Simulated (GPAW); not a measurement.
**Core-hole calculation of the Ti K edge in TiPd (Pm-3m)**

What does one-electron theory with a core hole give for the Ti K edge of TiPd (Pm-3m)?

Main program and level: GPAW 26.7.0; X-ray absorption from dipole matrix elements to empty bands, plane-wave PAW LDA.

Most raw output is cut from this account.

### Step 1. Starting point

It takes space group Pm-3m (No. 221, cubic). Conventional cell: a = 3.180 Å, b = 3.180 Å, c = 3.180 Å, α = 90.00°, β = 90.00°, γ = 90.00°. Pd has 8 Ti at 2.75 Å nearest. Ti has 8 Pd at 2.75 Å nearest. Farther neighbours are not listed.

As a file:

```xyz
2
Lattice="3.1800 0.0000 0.0000 0.0000 3.1800 0.0000 0.0000 0.0000 3.1800" Properties=species:S:1:pos:R:3 pbc="T T T"
Pd    0.0000    0.0000    0.0000
Ti    1.5900    1.5900    1.5900
```

### Step 2. The field without a hole

A plain self-consistent run shows whether there is a gap, which decides the set-up of the core-hole run.

Contents of scf.py:

```python
import numpy as np
from ase import Atoms
from ase.parallel import parprint, paropen
from gpaw import GPAW, PW, FermiDirac, Mixer, MixerDif, setup_paths
from gpaw.test import gen
setup_paths.insert(0, '.')
gen('Ti', name='nch1s', xcname='LDA', corehole=(1, 0, 0), write_xml=True)
from gpaw.mpi import world
world.barrier()

atoms = Atoms('PdTi',
    cell=[[3.18, 0, 0],
     [0, 3.18, 0],
     [0, 0, 3.18]],
    scaled_positions=[[0, 0, 0],
     [0.5, 0.5, 0.5]],
    pbc=True)
atoms.calc = calc = GPAW(legacy_gpaw=True, mode=PW(430), xc='LDA', setups={1: 'nch1s'},
    kpts={'size': (8, 8, 8), 'gamma': True}, occupations=FermiDirac(0.05),
    charge=0, mixer=Mixer(0.1, 5, 50), maxiter=150,
    convergence={'density': 0.0001}, txt='scf.txt')
energy = atoms.get_potential_energy() + calc.get_reference_energy()
ef = calc.get_fermi_level()
out = dict(energy=energy, fermi=ef, forces=atoms.get_forces().tolist())
parprint(f'all-electron energy {energy:.4f} eV, Fermi level {ef:.4f} eV')
ev = np.array([[calc.get_eigenvalues(k, s) for k in range(len(calc.get_ibz_k_points()))] for s in range(calc.get_number_of_spins())])
out['homo'], out['lumo'], out['counts'] = ev[ev < ef].max(), ev[ev > ef].min(), sorted(set((ev < ef).sum((0, 2)).tolist()))
out['filled'] = (ev[:, 0] < ef).sum(1).tolist()
import json
with paropen('out.json', 'w') as f:
    json.dump(out, f)
```

On the command line:

```sh
> OMP_NUM_THREADS=1 mpirun -n 4 gpaw python scf.py
```

It took 6.1 s on 4 MPI ranks of Arm Neoverse V1, shared host; peak memory 0.16 GiB; 24 s of CPU time.

The mesh shows no gap, so the system is treated as a metal and the core electron is put at the Fermi level (neutral cell).

### Step 3. Spectrum without a core hole, Ti atom 2

This cheap baseline ignores the attraction of the hole: it shows the absorber's empty states as they are in the ground state. The data set with a hole of occupation 0 only carries the core orbital.

The absorber has 8 Pd at 2.75 Å and 6 Ti at 3.18 Å (cube and octahedron, as in bcc, site symmetry m-3m).

Contents of xas.py:

```python
import numpy as np
from ase import Atoms
from ase.parallel import parprint, paropen
from gpaw import GPAW, PW, FermiDirac, Mixer, MixerDif, setup_paths
from gpaw.test import gen
setup_paths.insert(0, '.')
gen('Ti', name='nch1s', xcname='LDA', corehole=(1, 0, 0), write_xml=True)
from gpaw.mpi import world
world.barrier()

atoms = Atoms('PdTi',
    cell=[[3.18, 0, 0],
     [0, 3.18, 0],
     [0, 0, 3.18]],
    scaled_positions=[[0, 0, 0],
     [0.5, 0.5, 0.5]],
    pbc=True)
atoms.calc = calc = GPAW(legacy_gpaw=True, mode=PW(430), xc='LDA', setups={1: 'nch1s'},
    kpts={'size': (11, 11, 11), 'gamma': True}, occupations=FermiDirac(0.1),
    charge=0, mixer=Mixer(0.1, 5, 50), maxiter=150,
    convergence={'density': 0.0001}, txt='scf.txt')
energy = atoms.get_potential_energy() + calc.get_reference_energy()
ef = calc.get_fermi_level()
out = dict(energy=energy, fermi=ef, forces=atoms.get_forces().tolist())
parprint(f'all-electron energy {energy:.4f} eV, Fermi level {ef:.4f} eV')
ev = np.array([[calc.get_eigenvalues(k, s) for k in range(len(calc.get_ibz_k_points()))] for s in range(calc.get_number_of_spins())])
out['homo'], out['lumo'], out['counts'] = ev[ev < ef].max(), ev[ev > ef].min(), sorted(set((ev < ef).sum((0, 2)).tolist()))
out['filled'] = (ev[:, 0] < ef).sum(1).tolist()

from ase.units import Ha
from gpaw.xas import dipole_matrix_elements
nb = int(calc.get_number_of_electrons() / 2) + 33
top = nb
nscf = calc.fixed_density(kpts={'size': (8, 8, 8), 'gamma': True},
    convergence={'eigenstates': 1.0}, txt='nscf.txt')
nscf.diagonalize_full_hamiltonian(nbands=nb)
cell = atoms.cell.array
ops = [cell.T @ U.T @ np.linalg.inv(cell.T) for U in nscf.wfs.kd.symmetry.op_scc]
E = np.arange(-25, 34, 0.1)
fwhm = np.interp(E, [4, 25], [0.94, 3.5])
Y, X, zero, highest = 0, 0, 1e9, 1e9
for spin in range(nscf.get_number_of_spins()):
    wfs = nscf.wfs
    A = dipole_matrix_elements(wfs.setups[1])
    eps = np.zeros((wfs.kd.nibzkpts, nb))
    d = np.zeros((3, A.shape[1], wfs.kd.nibzkpts, nb), complex)
    for kpt in wfs.kpt_u:
        if kpt.s == spin and 1 in kpt.P_ani:
            eps[kpt.k] = kpt.eps_n * Ha
            d[:, :, kpt.k] = (kpt.weight * wfs.nspins / 2) ** 0.5 * np.inner(A, kpt.P_ani[1])
    world.sum(eps)
    world.sum(d)
    T = np.einsum('amkn,bmkn->abkn', d, d.conj()).real
    T = sum(np.einsum('ai,ijkn,bj->abkn', R, T, R) for R in ops) / len(ops)
    empty = eps > ef
    zero, highest = min(zero, eps[empty].min()), min(highest, eps[:, top - 1].min())
    lines = [(eps, T, empty)] if spin == 0 else lines + [(eps, T, empty)]
for eps, T, empty in lines:
    f = np.einsum('aakn->akn', T).reshape(3, -1)
    x = eps.ravel() - zero
    w = np.interp(x, E, fwhm) / 2.35482
    g = np.exp(-0.5 * ((E[:, None] - x) / w) ** 2) / (w * (2 * np.pi) ** 0.5)
    Y = Y + (f * empty.ravel()) @ g.T
    X = X + (f * ~empty.ravel()) @ g.T
out.update(E=E.round(2).tolist(), xas=Y.tolist(), xes=X.tolist(), zero=zero, valid=highest - zero, nk=len(eps), nb=nb)
for i in range(0, len(E), 10):
    parprint(f'{E[i]:7.2f}', *(f'{v:10.3e}' for v in Y[:, i]))
import json
with paropen('out.json', 'w') as f:
    json.dump(out, f)
```

On the command line:

```sh
> OMP_NUM_THREADS=1 mpirun -n 4 gpaw python xas.py
```

Elapsed: 15 s, on 4 MPI ranks; peak memory 0.23 GiB.

The Ti K spectrum, Ti atom 2, no core hole (energy from the lowest empty level; intensity scaled to a mean of 1 over the first 20 eV):

```csv
E (eV),intensity
-2.0,0.00
-1.4,0.00
-0.8,0.01
-0.2,0.24
0.4,0.81
1.0,0.63
1.6,0.27
2.2,0.28
2.8,0.45
3.4,0.65
4.0,0.77
4.6,0.69
5.2,0.75
5.8,0.61
6.4,0.39
7.0,0.55
7.6,0.76
8.2,0.95
8.8,1.15
9.4,1.16
10.0,1.13
10.6,1.23
11.2,1.27
11.8,1.26
12.4,1.30
13.0,1.34
13.6,1.33
14.2,1.31
14.8,1.33
15.4,1.44
16.0,1.59
16.6,1.67
17.2,1.61
17.8,1.43
18.4,1.19
19.0,0.97
19.6,0.84
20.2,0.79
20.8,0.80
21.4,0.83
22.0,0.87
22.6,0.91
23.2,0.95
23.8,0.97
24.4,0.97
25.0,0.95
25.6,0.90
26.2,0.84
26.8,0.78
27.4,0.73
28.0,0.72
28.6,0.74
29.2,0.79
29.8,0.85
30.4,0.88
31.0,0.90
31.6,0.90
```

Main maxima below 30 eV (height): 0.6 eV (0.86), 4.1 eV (0.78), 9.1 eV (1.18), 13.2 eV (1.34), 16.7 eV (1.67) and 24.1 eV (0.97). A K edge sees empty p states. The weak features of the first eV are p character mixed into the empty d bands; the main 4p edge lies above them.

The same matrix elements for filled bands give the Ti K emission of Ti atom 2 (ground-state approximation; energy from the lowest empty level, largest value 1):

```csv
E (eV),emission
-24.00,0.00
-23.25,0.00
-22.50,0.00
-21.75,0.00
-21.00,0.00
-20.25,0.00
-19.50,0.00
-18.75,0.00
-18.00,0.00
-17.25,0.00
-16.50,0.00
-15.75,0.00
-15.00,0.00
-14.25,0.00
-13.50,0.00
-12.75,0.00
-12.00,0.00
-11.25,0.00
-10.50,0.00
-9.75,0.00
-9.00,0.00
-8.25,0.00
-7.50,0.00
-6.75,0.03
-6.00,0.12
-5.25,0.43
-4.50,0.89
-3.75,0.96
-3.00,0.62
-2.25,0.45
-1.50,0.36
-0.75,0.46
0.00,0.37
0.75,0.03
1.50,0.00
2.25,0.00
3.00,0.00
```

Emission maxima: -4.0 eV (1.00) and -0.4 eV (0.48).

### Step 4. Supercell without a hole, the energy reference

The photon energy needs a difference of total energies, so the cell and mesh of the coming hole run are first run without a hole.

Changes to scf.py since step 2:

```diff
@@ -10,11 +10,27 @@
 
-atoms = Atoms('PdTi',
-    cell=[[3.18, 0, 0],
-     [0, 3.18, 0],
-     [0, 0, 3.18]],
+atoms = Atoms('Pd9Ti9',
+    cell=[[0, -6.36, 3.18],
+     [3.18, 0, 6.36],
+     [-6.36, 3.18, 0]],
     scaled_positions=[[0, 0, 0],
-     [0.5, 0.5, 0.5]],
+     [0.11111111, 0.44444444, 0.22222222],
+     [0.33333333, 0.33333333, 0.66666667],
+     [0.55555556, 0.22222222, 0.11111111],
+     [0.22222222, 0.88888889, 0.44444444],
+     [0.77777778, 0.11111111, 0.55555556],
+     [0.44444444, 0.77777778, 0.88888889],
+     [0.66666667, 0.66666667, 0.33333333],
+     [0.88888889, 0.55555556, 0.77777778],
+     [0.72222222, 0.38888889, 0.94444444],
+     [0.83333333, 0.83333333, 0.16666667],
+     [0.05555556, 0.72222222, 0.61111111],
+     [0.27777778, 0.61111111, 0.05555556],
+     [0.94444444, 0.27777778, 0.38888889],
+     [0.5, 0.5, 0.5],
+     [0.16666667, 0.16666667, 0.83333333],
+     [0.38888889, 0.05555556, 0.27777778],
+     [0.61111111, 0.94444444, 0.72222222]],
     pbc=True)
-atoms.calc = calc = GPAW(legacy_gpaw=True, mode=PW(430), xc='LDA', setups={1: 'nch1s'},
-    kpts={'size': (8, 8, 8), 'gamma': True}, occupations=FermiDirac(0.05),
+atoms.calc = calc = GPAW(legacy_gpaw=True, mode=PW(430), xc='LDA', setups={9: 'nch1s'},
+    kpts={'size': (4, 4, 4), 'gamma': True}, occupations=FermiDirac(0.1),
     charge=0, mixer=Mixer(0.1, 5, 50), maxiter=150,
```

On the command line:

```sh
> OMP_NUM_THREADS=1 mpirun -n 4 gpaw python scf.py
```

The job ended after 10 min (4 MPI ranks; peak memory 0.57 GiB).

Reference energy: -1442569.981 eV with the cores included.

### Step 5. Spectrum with XCH, Ti atom 2

The holes are 7.1 Å apart. In GPAW the data set carries the hole's charge, so charge=0 means a charged cell and charge=-1 a neutral one. The excited electron is kept in the cell, where it fills the lowest empty states and screens the hole. After the field has converged, empty bands are computed with the density fixed and the dipole matrix elements are summed.

Changes to xas.py since step 3:

```diff
@@ -6,3 +6,3 @@
 setup_paths.insert(0, '.')
-gen('Ti', name='nch1s', xcname='LDA', corehole=(1, 0, 0), write_xml=True)
+gen('Ti', name='fch1s', xcname='LDA', corehole=(1, 0, 1), write_xml=True)
 from gpaw.mpi import world
@@ -10,12 +10,28 @@
 
-atoms = Atoms('PdTi',
-    cell=[[3.18, 0, 0],
-     [0, 3.18, 0],
-     [0, 0, 3.18]],
+atoms = Atoms('Pd9Ti9',
+    cell=[[0, -6.36, 3.18],
+     [3.18, 0, 6.36],
+     [-6.36, 3.18, 0]],
     scaled_positions=[[0, 0, 0],
-     [0.5, 0.5, 0.5]],
+     [0.11111111, 0.44444444, 0.22222222],
+     [0.33333333, 0.33333333, 0.66666667],
+     [0.55555556, 0.22222222, 0.11111111],
+     [0.22222222, 0.88888889, 0.44444444],
+     [0.77777778, 0.11111111, 0.55555556],
+     [0.44444444, 0.77777778, 0.88888889],
+     [0.66666667, 0.66666667, 0.33333333],
+     [0.88888889, 0.55555556, 0.77777778],
+     [0.72222222, 0.38888889, 0.94444444],
+     [0.83333333, 0.83333333, 0.16666667],
+     [0.05555556, 0.72222222, 0.61111111],
+     [0.27777778, 0.61111111, 0.05555556],
+     [0.94444444, 0.27777778, 0.38888889],
+     [0.5, 0.5, 0.5],
+     [0.16666667, 0.16666667, 0.83333333],
+     [0.38888889, 0.05555556, 0.27777778],
+     [0.61111111, 0.94444444, 0.72222222]],
     pbc=True)
-atoms.calc = calc = GPAW(legacy_gpaw=True, mode=PW(430), xc='LDA', setups={1: 'nch1s'},
-    kpts={'size': (11, 11, 11), 'gamma': True}, occupations=FermiDirac(0.1),
-    charge=0, mixer=Mixer(0.1, 5, 50), maxiter=150,
+atoms.calc = calc = GPAW(legacy_gpaw=True, mode=PW(430), xc='LDA', setups={9: 'fch1s'},
+    kpts={'size': (4, 4, 4), 'gamma': True}, occupations=FermiDirac(0.1),
+    charge=-1, mixer=Mixer(0.1, 5, 50), maxiter=150,
     convergence={'density': 0.0001}, txt='scf.txt')
@@ -31,10 +47,9 @@
 from gpaw.xas import dipole_matrix_elements
-nb = int(calc.get_number_of_electrons() / 2) + 33
-top = nb
-nscf = calc.fixed_density(kpts={'size': (8, 8, 8), 'gamma': True},
-    convergence={'eigenstates': 1.0}, txt='nscf.txt')
-nscf.diagonalize_full_hamiltonian(nbands=nb)
+nb = int(calc.get_number_of_electrons() / 2) + 265
+top, nb = nb, nb + 8 + nb // 12
+nscf = calc.fixed_density(kpts={'size': (4, 4, 4), 'gamma': True}, nbands=nb,
+    convergence={'bands': top, 'eigenstates': 1e-5}, maxiter=60, txt='nscf.txt')
 cell = atoms.cell.array
 ops = [cell.T @ U.T @ np.linalg.inv(cell.T) for U in nscf.wfs.kd.symmetry.op_scc]
-E = np.arange(-25, 34, 0.1)
+E = np.arange(-6, 34, 0.1)
 fwhm = np.interp(E, [4, 25], [0.94, 3.5])
@@ -43,3 +58,3 @@
     wfs = nscf.wfs
-    A = dipole_matrix_elements(wfs.setups[1])
+    A = dipole_matrix_elements(wfs.setups[9])
     eps = np.zeros((wfs.kd.nibzkpts, nb))
@@ -47,5 +62,5 @@
     for kpt in wfs.kpt_u:
-        if kpt.s == spin and 1 in kpt.P_ani:
+        if kpt.s == spin and 9 in kpt.P_ani:
             eps[kpt.k] = kpt.eps_n * Ha
-            d[:, :, kpt.k] = (kpt.weight * wfs.nspins / 2) ** 0.5 * np.inner(A, kpt.P_ani[1])
+            d[:, :, kpt.k] = (kpt.weight * wfs.nspins / 2) ** 0.5 * np.inner(A, kpt.P_ani[9])
     world.sum(eps)
```

On the command line:

```sh
> OMP_NUM_THREADS=1 mpirun -n 4 gpaw python xas.py
```

Wall time 31 min (4 MPI ranks); peak memory 1.2 GiB.

The Ti K spectrum, Ti atom 2, excited-electron core hole (neutral cell) (energy from the lowest empty level; intensity scaled to a mean of 1 over the first 20 eV):

```csv
E (eV),intensity
-2.0,0.00
-1.0,0.00
0.0,0.44
1.0,0.58
2.0,0.27
3.0,0.50
4.0,0.70
5.0,0.75
6.0,0.50
7.0,0.55
8.0,0.94
9.0,1.17
10.0,1.24
11.0,1.26
12.0,1.32
13.0,1.38
14.0,1.31
15.0,1.41
16.0,1.61
17.0,1.57
18.0,1.26
19.0,0.93
20.0,0.77
21.0,0.78
22.0,0.86
23.0,0.94
24.0,0.97
25.0,0.93
26.0,0.83
27.0,0.75
28.0,0.74
29.0,0.80
30.0,0.87
31.0,0.90
32.0,0.91
```

Main maxima below 30 eV (height): 0.6 eV (0.81), 4.9 eV (0.76), 12.9 eV (1.38), 16.4 eV (1.63) and 23.9 eV (0.97). 

The total-energy difference is 4970.20 eV. One term is added: -22.68 eV, since the hole is spin-paired here and a spin-polarised one costs that much less in the free atom (computed apart). The photon energy is then 4947.52 eV. The tabulated edge of the element is 4966 eV. The functional leaves an error in such absolute values: in the free atom LDA prices this hole 13.2 eV below PBE (computed apart), and PBE is itself good to a few eV.

### Step 6. Cell without a hole, the energy reference

The cell and mesh change for the next run, so it gets a reference energy of its own.

Contents of scf.py:

```python
import numpy as np
from ase import Atoms
from ase.parallel import parprint, paropen
from gpaw import GPAW, PW, FermiDirac, Mixer, MixerDif, setup_paths
from gpaw.test import gen
setup_paths.insert(0, '.')
gen('Ti', name='nch1s', xcname='LDA', corehole=(1, 0, 0), write_xml=True)
from gpaw.mpi import world
world.barrier()

atoms = Atoms('PdTi',
    cell=[[3.18, 0, 0],
     [0, 3.18, 0],
     [0, 0, 3.18]],
    scaled_positions=[[0, 0, 0],
     [0.5, 0.5, 0.5]],
    pbc=True)
atoms.calc = calc = GPAW(legacy_gpaw=True, mode=PW(430), xc='LDA', setups={1: 'nch1s'},
    kpts={'size': (8, 8, 8), 'gamma': True}, occupations=FermiDirac(0.1),
    charge=0, mixer=Mixer(0.1, 5, 50), maxiter=150,
    convergence={'density': 0.0001}, txt='scf.txt')
energy = atoms.get_potential_energy() + calc.get_reference_energy()
ef = calc.get_fermi_level()
out = dict(energy=energy, fermi=ef, forces=atoms.get_forces().tolist())
parprint(f'all-electron energy {energy:.4f} eV, Fermi level {ef:.4f} eV')
ev = np.array([[calc.get_eigenvalues(k, s) for k in range(len(calc.get_ibz_k_points()))] for s in range(calc.get_number_of_spins())])
out['homo'], out['lumo'], out['counts'] = ev[ev < ef].max(), ev[ev > ef].min(), sorted(set((ev < ef).sum((0, 2)).tolist()))
out['filled'] = (ev[:, 0] < ef).sum(1).tolist()
import json
with paropen('out.json', 'w') as f:
    json.dump(out, f)
```

On the command line:

```sh
> OMP_NUM_THREADS=1 mpirun -n 4 gpaw python scf.py
```

It took 6.3 s on 4 MPI ranks; peak memory 0.16 GiB; 25 s of CPU time.

[end of part 1 of 2]

[Logs are printed without paths, hosts, clocks, repeated set-up lines and the standing remarks that a program may print on its own settings, such as how far it seeks lower states.]

[Hosts, paths, dates, database ids (printed as entryN), source tags and the programs' standing remarks are cut or masked in the printed files.]

[Lists of maxima count a maximum above −3 eV only where it reaches 4 % of the highest in the window and stands out from its surroundings by 2 % of it (1.5 % where it reaches 55 %); shoulders and weaker maxima are passed over, and of the rest the first, up to two pre-edge ones and the few strongest are named.]
